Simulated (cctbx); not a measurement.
# La7Fe6Bi2: precision against data quality

Space group R-3 (no. 148), a = 8.8470 Å, b = 8.8470 Å, c = 17.3500 Å, α = 90.00°, β = 90.00°, γ = 120.00°.

| atom | mult. | x | y | z | Ueq (Å²) |
| --- | --- | --- | --- | --- | --- |
| Bi1 | 6 | 1/3 | 2/3 | 0.8621 | 0.0039 |
| La1 | 18 | 0.0622 | 0.4130 | 0.2601 | 0.0061 |
| La2 | 3 | 0 | 0 | 0 | 0.0060 |
| Fe1 | 18 | 0.3164 | 0.0488 | 0.0951 | 0.0079 |

This is a model crystal, built by substitution and not relaxed, with assumed displacement parameters.

Five simulated data sets (cctbx; Mo Kα, λ = 0.71073 Å; 2 % proportional error) differ in resolution or exposure (noise floor 8 counts in the first three, 8 in the last two). Each is refined with the right model, isotropic at 1.1 Å and anisotropic otherwise. How do the figures of merit and the uncertainties move?

| d min (Å) | top counts | ⟨I/σ⟩ (unmerged, absences included) | unique | param. (scale apart) | Rint | R1 | GooF | largest s.u. xyz (fractional) | s.u. U of Fe1 (Å²) | largest error (Å) |
| --- | --- | --- | --- | --- | --- | --- | --- | --- | --- | --- |
| 1.1 | 40000 | 9.9 | 204 | 11 | 0.018 | 0.0049 | 0.93 | 0.00007 | 0.0002 | 0.0013 |
| 0.84 | 40000 | 9.2 | 465 | 23 | 0.018 | 0.0054 | 0.94 | 0.00004 | 0.0002 | 0.0006 |
| 0.6 | 40000 | 7.9 | 1279 | 23 | 0.020 | 0.0069 | 0.95 | 0.00003 | 0.0001 | 0.0003 |
| 0.75 | 300 | 0.7 | 656 | 23 | 0.281 | 0.0645 | 0.94 | 0.00065 | 0.0022 | 0.0053 |
| 0.75 | 3000 | 3.0 | 656 | 23 | 0.054 | 0.0193 | 0.94 | 0.00013 | 0.0004 | 0.0011 |

The number of reflections grows roughly as 1/d³: 204, 465 and 1279 here. R1 follows the noise rather than the truth: at 300 counts it is 0.0645, at 3000 counts 0.0193, while GooF is 0.94 and 0.94: the weights 1/σ² carry the noise. The s.u. of U (U11 where anisotropic) for Fe1 goes 0.0002, 0.0002, 0.0001 Å² with resolution and 0.0022, 0.0004 Å² with exposure.

Hardware for the 0.6 Å refinement: 0.52 s on 1 thread of Arm Neoverse V2, with other jobs on the host, peak memory 0.09 GiB.
